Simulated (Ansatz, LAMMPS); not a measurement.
# Structural relaxation of glassy CaAl2Si2O8 (130 atoms), part 3 of 3

How does glassy CaAl2Si2O8 (130 atoms) relax, and what do bonds, charges and levels look like afterwards?

Ansatz 0.2.0; Kohn-Sham DFT, RPBE, PAW (set soft_2), plane waves.

The cell: 20 Al, 10 Ca, 80 O and 20 Si. The quench rate of 10 K/ps far exceeds what a furnace or splat quench reaches. The starting topology of bonds comes from the classical model. Sampling is at Γ alone, for a cell whose shortest periodic width is 12 Å.

So far, density (g/cm³): step 5 (distances and neighbours after relaxation) 2.57.

**6. Single point at the relaxed geometry**

One more single point at the end of the walk gives the fuller output and checks the residual forces.

The input, input.yaml:

```yaml
crystal:
  lattice:
    - [12.09118, -0.23528, 0.07922]
    - [-0.23528, 12.44477, -0.12886]
    - [0.07922, -0.12886, 11.95756]
  atoms:
    - { symbol: Al, position: [0.08142, 0.2696, 0.33636] }
    - { symbol: Al, position: [0.7584, 0.69539, 0.05089] }
    - { symbol: Al, position: [0.15458, 0.18568, 0.028] }
    - { symbol: Al, position: [0.2886, 0.4469, 0.68468] }
    - { symbol: Al, position: [0.35739, 0.12799, 0.16828] }
    - { symbol: Al, position: [0.84252, 0.92198, 0.6628] }
    - { symbol: Al, position: [0.39331, 0.2387, 0.75157] }
    - { symbol: Al, position: [0.68802, 0.75932, 0.78688] }
    - { symbol: Al, position: [0.53565, 0.45682, 0.68034] }
    - { symbol: Al, position: [0.10417, 0.0499, 0.22514] }
    - { symbol: Al, position: [0.87615, 0.19743, 0.00337] }
    - { symbol: Al, position: [0.08954, 0.87021, 0.77386] }
    - { symbol: Al, position: [0.69328, 0.30736, 0.11961] }
    - { symbol: Al, position: [0.8978, 0.08643, 0.37087] }
    - { symbol: Al, position: [0.33678, 0.52779, 0.24069] }
    - { symbol: Al, position: [0.5212, 0.91644, 0.82763] }
    - { symbol: Al, position: [0.01739, 0.16186, 0.55439] }
    - { symbol: Al, position: [0.3054, 0.99493, 0.94727] }
    - { symbol: Al, position: [0.68971, 0.83277, 0.47576] }
    - { symbol: Al, position: [0.7157, 0.08074, 0.19585] }
    - { symbol: Ca, position: [0.29125, 0.7353, 0.08027] }
    - { symbol: Ca, position: [0.12161, 0.20248, 0.79217] }
    - { symbol: Ca, position: [0.87828, 0.46783, 0.18977] }
    - { symbol: Ca, position: [0.51683, 0.76775, 0.28166] }
    - { symbol: Ca, position: [0.33354, 0.799, 0.68032] }
    - { symbol: Ca, position: [0.29865, 0.44677, 0.93031] }
    - { symbol: Ca, position: [0.78277, 0.96147, 0.95296] }
    - { symbol: Ca, position: [0.00312, 0.80931, 0.50544] }
    - { symbol: Ca, position: [0.55726, 0.56141, 0.91953] }
    - { symbol: Ca, position: [0.94657, 0.45323, 0.47503] }
    - { symbol: O, position: [0.81937, 0.84585, 0.53842] }
    - { symbol: O, position: [0.40528, 0.02654, 0.06266] }
    [... 92 atom lines left out ...]
    - { symbol: Si, position: [0.94418, 0.53209, 0.94791] }
    - { symbol: Si, position: [0.29584, 0.98607, 0.37025] }
    - { symbol: Si, position: [0.0287, 0.72854, 0.24675] }
    - { symbol: Si, position: [0.5896, 0.54171, 0.20232] }
    - { symbol: Si, position: [0.12358, 0.41829, 0.11744] }
    - { symbol: Si, position: [0.26103, 0.74756, 0.38219] }
kpoints:
  mp_grid: { grid: [1, 1, 1] }
hamiltonian:
  xc: rpbe
scf:
  occupations: { method: fixed }
output:
  forces: true
  stress: true
  populations: intrinsic
  dos:
    method: { smearing: { sigma: 0.1 } }
    de: 0.1
    projected: { site_lists: { Al: [Al], Ca: [Ca], O: [O], Si: [Si] } }
  eigenvalues: true
  write_density: true
  write_potential: true
  volumetric_format: npy
  elf: true
```

The run is started by

```sh
> ansatz run input.yaml --threads 4 --pin off --max-ram 8192MiB --backend cpu --events-out ev --progress --plain --runs-dir out
```

Numbers of over 12 decimals in the logs are rounded to 6 here.

The log of the run:

```text
[...]
Crystal: 130 atoms, lattice volume = 1798.341 Å³
Basis set: ecut = 420 eV, 35125 PW (Γ), exchange–correlation on 162×180×160 points (8 copies of the dense FFT grid, shifted against one another)
Bands: 490, of which v1, the nominal top of the filled ones, is band 360 counted from 1 (359 counted from 0)
Symmetry: 1 space group operations
[...]
k-points: 1
[...]
SCF iter   1: F=—  HF=-87504.546767 eV  |F-HF|=—  |Δ(HF+E_count)|=         —  Δρ=4.09e-3  dr2=3.43e-1  ethr=1.77e-3  ⟨swp⟩=7.0  Hψ=2097  notcnv=0  defer=127
[...]
SCF iter  10: F=-87504.473290 eV  HF=-87504.473290 eV  |F-HF|=8.29e-10  |Δ(HF+E_count)|=   1.09e-8  Δρ=1.05e-6  dr2=1.47e-8  ethr=1.39e-11  ⟨swp⟩=8.0  Hψ=2720  notcnv=0
SCF 1 converged in 10 iterations: F = -87504.473290 eV  dr2 = 1.47e-8
[...]
SCF converged after 10 iterations
Free energy (F): -87504.473290 eV
[...]
Internal energy: -87504.473290 eV  (E = F + TS)
E sigma→0 (E₀):  -87504.473290 eV
Fermi energy:    3.776193 eV
[...]
--- Forces (eV/Å), atoms counted from 1 ---
  atom   1  Al     0.00069105     0.00178006    -0.00007650
  atom   2  Al    -0.00047398    -0.00452639    -0.00442395
  atom   3  Al     0.00359568    -0.00215509     0.00384205
  atom   4  Al    -0.00492747    -0.00386488     0.00512258
  atom   5  Al    -0.00277545     0.00155121     0.00044845
  atom   6  Al     0.00025541     0.00119192     0.00574922
  atom   7  Al    -0.00794932    -0.00735869    -0.00215999
  atom   8  Al    -0.00300262     0.00447441     0.00066155
  atom   9  Al    -0.00217022    -0.00329725    -0.00074670
  atom  10  Al     0.00394838    -0.00186347    -0.00261656
  atom  11  Al     0.00272543    -0.00028637    -0.00201922
  atom  12  Al     0.00385169     0.00075101    -0.00397279
  atom  13  Al    -0.00184763    -0.00153998    -0.00114509
  atom  14  Al     0.00135254     0.00336053     0.00041863
[...]
atom 129  Si     0.00256272     0.00175815    -0.00190376
  atom 130  Si     0.00604489    -0.00149314    -0.00081834
  max |Σ_I F_I| component: 2.44e-4 eV/Å
--- Stress (GPa, compression-positive) ---
       -0.001694      -0.017595       0.010122
       -0.017598       0.032516      -0.013207
        0.010139      -0.013198      -0.004721
  P = ⅓ Tr σ = 0.0087 GPa (0.087 kbar)
--- Band table (eV) ---
[...]
--- intrinsic populations: 130 sites ---
  site symbol       q [e]
     0     Al      1.6832
     1     Al      1.6971
     2     Al      1.7203
[...]
129     Si      2.3737
  spilling = 0.000000 (of n_electrons = 720.000000)
```

Run time: 88 s. Hardware: 4 threads of Arm Neoverse N1, shared host; peak memory 2.6 GiB; 5.7 min of CPU time.

Read from the output:

```
free energy                                      : -87504.4733 eV
free energy per atom                             : -673.1113 eV/atom
SCF cycles                                       : 10
pressure                                         : 0.008701 GPa
r.m.s. force component                           : 0.00285 eV/Å
longest force                                    : 0.01144 eV/Å
Fermi energy                                     : 3.776 eV
gap (highest filled to lowest empty level) : 3.897 eV
```

Intrinsic-atomic-orbital charges by element and coordination:

```csv
element,coordination,atoms,mean charge (e),spread,least,most
Al,all,20,1.32,0.0311,1.28,1.41
Ca,all,10,1.82,0.0163,1.79,1.85
Ca,4,2,1.82,0.0025,1.82,1.82
Ca,5,5,1.82,0.0176,1.79,1.85
Ca,7,3,1.80,0.0081,1.79,1.81
O,all,80,-0.981,0.0863,-1.25,-0.831
O,2,29,-0.933,0.0563,-1.12,-0.875
O,3,48,-1.00,0.089,-1.25,-0.831
O,4,3,-1.08,0.0426,-1.13,-1.02
Si,all,20,1.69,0.0397,1.63,1.76
```

States in the cell by windows of 1 eV, zero at the Fermi level; the larger projections on atomic orbitals stand beside the total:

```csv
from (eV),to (eV),total,O p
-10,-9,1.9,1.3
-9,-8,9.8,6.5
-8,-7,15.2,10.4
-7,-6,22.0,16.1
-6,-5,42.8,32.8
-5,-4,50.7,40.2
-4,-3,74.5,62.9
-3,-2,91.1,82.7
-2,-1,105.9,99.9
-1,0,65.0,62.3
0,1,1.2,1.1
1,3,0.0,0.0
3,4,1.8,0.0
4,5,2.1,0.1
```

With fixed occupations the program's Fermi level is the highest filled level; weight inside the gap is the broadening of levels at its edges.

Between -26 and -10 eV lie 220 more states.

The levels nearest the highest filled one (over half full), pooled over k-points and spins:

```csv
level less the highest filled one (eV),occupation
-0.381,2
-0.271,2
-0.209,2
-0.195,2
-0.136,2
0,2
3.90,0
4.86,0
5.21,0
5.22,0
5.25,0
5.39,0
```

Electrostatic potential energy in the bc plane at fractional x = 0.016, with atoms of Al and Ca and O and Si within 0.2 Å of it. With pseudopotentials it is smooth inside the atoms' cores, unlike the true potential.

Ten even steps from '0' (-36 eV) to '9' (10 eV), each cell a mean:
```
99999300499999987666789999999855899
99999745899999998766657999999400499
99999999999999998886001799999612699
99999998899999999998202799999878899
99999888889999999999989999998777899
99999888899999999999999999998767899
99999988999999999999999999999864589
99999988999999999999999999999941289
99988777899999999999999999999986799
99975655789999999999999999877789999
99865775689999888889999998621258999
98775555633698766789999997300027899
97788777400288754678999998510047899
99999899732688766788999998765678999
99999998777888888889999999888899999
99997677655789999999999988889999999
88860016766789999999867752358999999
88861027888866899999412400026899999
87887789999854799999756510037899999
88889999999988889999999864578999986
38999999999999888999999998889999610
49999999999999876799999999888877621
99999999999999810169999999998756788
99999622699999820168899999998766789
```
Columns run along b (12.4 Å; values clipped at the 3rd and 97th percentile), rows up along c (12.0 Å). Atoms in or near the plane, at fractional coordinates: Al at (0.16, 0.55), Ca at (0.81, 0.51), O at (0.47, 0.04), O at (0.28, 0.47), O at (0.15, 0.28), O at (0.19, 0.98), O at (0.61, 0.87), Si at (0.73, 0.25).

ELF in the bc plane at fractional x = 0.016, with atoms of Al and Ca and O and Si within 0.2 Å of it. It is the smooth field of the valence electrons, not physical close to the nuclei.

Ten even steps from '0' (0.00) to '9' (0.85), each cell a mean:
```
00158956984002688853454200015899741
00047999973000133336999840038978984
00013565431000000269868971037999984
00000000000000000158989950014787631
00000000000000000025888510000111110
10000122110000000001232100001467653
20013678753100000000000000014899986
20003789863000000000000000015899996
00001467520000000000245430002689984
01100011111110000003688861012224520
56640001577751012102799961499961002
99984016999972167510578731899994016
99986137965982289720134201799993027
67642115898961157510000000146530014
11112221478630000000110000000000000
00268875211111100014664311111221000
02698699611466630037999741134542000
02798699414899971048999951146541000
31379985105999961027999841122100145
85113431004788630003665425763102699
98400000000232123310010037986215998
98400122100001588873000048987426998
75103678630004986896100015654223678
10027988972005997895100000111354212
```
Columns run along b (12.4 Å), rows up along c (12.0 Å). Atoms in or near the plane, at fractional coordinates: Al at (0.16, 0.55), Ca at (0.81, 0.51), O at (0.47, 0.04), O at (0.28, 0.47), O at (0.15, 0.28), O at (0.19, 0.98), O at (0.61, 0.87), Si at (0.73, 0.25).

Mean intrinsic-atomic-orbital charges: Al +1.32, Ca +1.82, O -0.98, Si +1.69 e.

Local excerpt of 13 atoms (numbers count through the whole input) about Ca29, which has 4 bonded neighbours where the commonest count for Ca is 5; x, y, z are measured from there.

```csv
atom,x,y,z,distance (Å),bonds,intrinsic-atomic-orbital charge (e)
Ca29,0.00,0.00,0.00,0.00,4,1.82
O75,-1.00,-1.87,0.66,2.22,3,-1.25
O99,1.61,1.73,0.03,2.36,3,-1.08
O54,1.16,-1.20,-1.69,2.38,3,-0.99
O83,-1.70,-0.66,-2.05,2.75,4,-1.07
O76,1.18,0.97,2.66,3.07,3,-0.99
O61,-1.14,-0.11,2.87,3.09,2,-0.98
Al9,-0.26,-1.27,-2.85,3.13,4,1.32
Al2,2.41,1.60,1.57,3.29,4,1.30
Al8,1.52,2.45,-1.60,3.30,4,1.28
O33,-0.21,2.81,-1.83,3.36,3,-1.04
Ca26,-3.10,-1.37,0.12,3.39,7,1.79
Si128,0.42,-0.29,3.39,3.42,4,1.66
```

The column of bonds counts only the pairs O-Al within 2.43 Å, O-Si within 2.12 Å, O-Ca within 2.93 Å; other neighbours, such as metal atoms beside each other in a compound, aren't counted, and periodic images can show an atom twice.

**7. With scf.algorithm = "direct_min"**

Changed here: scf.algorithm = "direct_min".

The input, input.yaml:

```yaml
crystal:
  lattice:
    - [11.9487, 0.0, 0.0]
    - [0.0, 11.9487, 0.0]
    - [0.0, 0.0, 11.9487]
  atoms:
    [... the 130 atom lines of step 3 ...]
kpoints:
  mp_grid: { grid: [1, 1, 1] }
hamiltonian:
  xc: rpbe
scf:
  occupations: { method: fixed }
  algorithm: direct_min
output:
  forces: true
  stress: true
  populations: true
  dos:
    method: { smearing: { sigma: 0.15 } }
    de: 0.1
    projected: { site_lists: { Al: [Al], Ca: [Ca], O: [O], Si: [Si] } }
  eigenvalues: true
```

The log of the run:

```text
[...]
davidson cushion auto → on  (no smearing: the cushion is to keep the highest requested band from converging to the state above it; pin scf.eigensolver.cushion to override)
Crystal: 130 atoms, lattice volume = 1705.933 Å³
Basis set: ecut = 420 eV, 33371 PW (Γ), exchange–correlation on 160×160×160 points (8 copies of the dense FFT grid, shifted against one another)
Bands: 490, of which v1, the nominal top of the filled ones, is band 360 counted from 1 (359 counted from 0)
Symmetry: 1 space group operations
[...]
k-points: 1
[...]
SCF iter   1: F=—  HF=-87492.318296 eV  |F-HF|=—  |Δ(HF+E_count)|=         —  Δρ=4.45e-3  dr2=3.88e-1  ethr=1.77e-3  ⟨swp⟩=10.0  Hψ=3055  notcnv=0
[...]
SCF iter   8: F=-87492.285531 eV  HF=-87492.285531 eV  |F-HF|=9.42e-9  |Δ(HF+E_count)|=   4.64e-8  Δρ=7.67e-7  dr2=1.05e-8  ethr=2.16e-11  ⟨swp⟩=4.0  Hψ=1248  notcnv=0
SCF 1 converged in 8 iterations: F = -87492.285531 eV  dr2 = 1.05e-8
  Residual-converged pass: ⟨swp⟩=2.0  Hψ=943  notcnv=0  max |occ|·‖R‖ = 4.6e-6 eV (tolerance 6.7e-6 eV)  dr2=1.13e-8  dr2_onsite=5.44e-10  max |Δocc| = 0.0e0
[...]
SCF converged after 8 iterations
Stability not checked: this state was not tested for a lower state beside it, because a direct minimisation reached the state, and no test of it is asked (direct_minimisation; see scf.lower_state_search)
Free energy (F): -87492.285531 eV
[...]
Internal energy: -87492.285531 eV  (E = F + TS)
E sigma→0 (E₀):  -87492.285531 eV
Fermi energy:    4.600393 eV
[...]
--- Forces (eV/Å), atoms counted from 1 ---
  atom   1  Al    -1.42584914     0.42353641     0.75585932
  atom   2  Al    -1.20422794     0.78398982     0.69130060
  atom   3  Al    -1.91885317    -2.42752569     1.25681780
  atom   4  Al     1.07113571    -0.87249868    -2.26554447
  atom   5  Al    -1.11412077    -1.94823932     1.25961221
  atom   6  Al    -0.54503240     0.36898968    -0.89613017
  atom   7  Al     0.69482256     1.94552215     0.94490155
  atom   8  Al    -0.13686273     1.63244255    -1.83918573
  atom   9  Al     0.84596234     0.23485288    -0.59755908
  atom  10  Al     0.48494055    -1.41939389    -0.93465402
  atom  11  Al     1.00608777     3.02285857    -1.16390273
  atom  12  Al    -0.20808264     0.36605203     1.39397512
  atom  13  Al    -0.41661450     0.85937215    -0.74207466
  atom  14  Al    -0.39482897     1.07962201     0.50423396
[...]
atom 129  Si     0.27412236    -1.72606835    -1.51305037
  atom 130  Si    -1.58903835     2.28767864    -1.68792258
  max |Σ_I F_I| component: 5.25e-5 eV/Å
--- Stress (GPa, compression-positive) ---
        8.186712      -1.252813       0.155604
       -1.252811       8.837604       0.249935
        0.155605       0.249932       8.368643
  P = ⅓ Tr σ = 8.4643 GPa (84.643 kbar)
--- Band table (eV) ---
[...]
--- Löwdin populations: 130 sites ---
  site symbol       q [e]
     0     Al      1.6672
     1     Al      1.6865
     2     Al      1.7305
[...]
129     Si      2.3252
  spilling = 0.012079 (of n_electrons = 720.000000)
```

Wall time 5.3 min (4 threads); peak memory 3.1 GiB; 20 min of CPU time.

Geometry and reference: those of the single point at the start.

Forces differ from those of the single point at the start by 0.012 meV/Å r.m.s., 9.0e-4 % of their size. It took 4.1 times the reference's time, which goes against the count of work (plane waves, k-points, bands and cycles) (shared host, so rough).

**8. Outcome**

```
energy change in the relaxation                  : -93.75 meV/atom
r.m.s. displacement                              : 0.246 Å
largest displacement                             : 0.551 Å
free energy per atom                             : -673.1113 eV/atom
pressure                                         : 0.008701 GPa
r.m.s. force component                           : 0.00285 eV/Å
gap (highest filled to lowest empty level) : 3.897 eV
wall time of the 4 DFT runs                      : 22 min
```

What this shows: Relaxation lowers the energy by 93.8 meV/atom and moves atoms by 0.25 Å r.m.s.; the r.m.s. force component goes from 1.3 to 0.0029 eV/Å, the pressure goes from 8.5 to 0.0087 GPa, and the gap from 3.27 to 3.90 eV. Displacements are taken in the final cell, so they leave out its strain. By the final cutoffs 6 of 213 bonded pairs parted and 7 joined. The cell grew by 5.4 % in volume. From the first step to the last the energy fell by 12.188 eV, across changes of basis, and the largest move was 0.55 Å (Ca30, with 1 other atom within 2 % of it). The O-Al bonds go from 1.760 Å (spread 0.080) to 1.794 Å (spread 0.061). With the cutoffs above, all Al atoms have 4, 50 % of Ca atoms have 5, 60 % of O atoms have 3 and all Si atoms have 4 bonded neighbours. 82 % of the oxygens bridge two formers (Si and Al) and 9 % are non-bridging; 9 % join three. The highest filled and lowest empty levels differ by 3.90 eV (at Γ alone); a semilocal functional tends to put such gaps too low. In a disordered cell it changes from sample to sample, and tail or defect levels can set it.

What to keep in mind: The starting topology of bonds comes from the classical model; in DFT 6 of its 213 bonded pairs passed out of the cutoffs and 7 came within them.

Calculation beside experiment:

```csv
quantity,measured,this cell,difference,method of the measurement
nearest Si–O distance,1.6 Å,1.65 Å,+3.3 %,"high-energy XRD, PDF Gaussian fit"
number of O about Si,3.85,4,+3.9 %,"high-energy XRD, PDF Gaussian fit"
nearest Al–O distance,1.75 Å,1.79 Å,+2.3 %,"high-energy XRD, PDF Gaussian fit"
number of O about Al,4,4,+0.0 %,"high-energy XRD, PDF Gaussian fit"
nearest Ca–O distance,2.36 Å,2.36 Å,+0.0 %,"high-energy XRD, Gaussian fit to PDF"
number of O about Ca,5.2,5.4,+3.8 %,"high-energy XRD, Gaussian fit to PDF"
```

The cell differs from the measured distances by up to 3.3 % and neighbour counts by up to 3.9 %. Distances of this cell are positions of the first main peak of g(r), or bond means where the peak is narrow; means over all bonds within a cutoff lie farther out for broad shells. The network comes from the model that made the cell; in DFT 6 of its 213 bonded pairs passed out of the cutoffs and 7 came within them. Our coordination numbers hang on a cutoff, and experiments count neighbours in their own ways.

[Logs are printed without paths, hosts, clocks, repeated set-up lines and the standing remarks that a program may print on its own settings, such as how far it seeks lower states.]

[Hosts, paths, dates, database ids (printed as entryN), source tags and the programs' standing remarks are cut or masked in the printed files.]
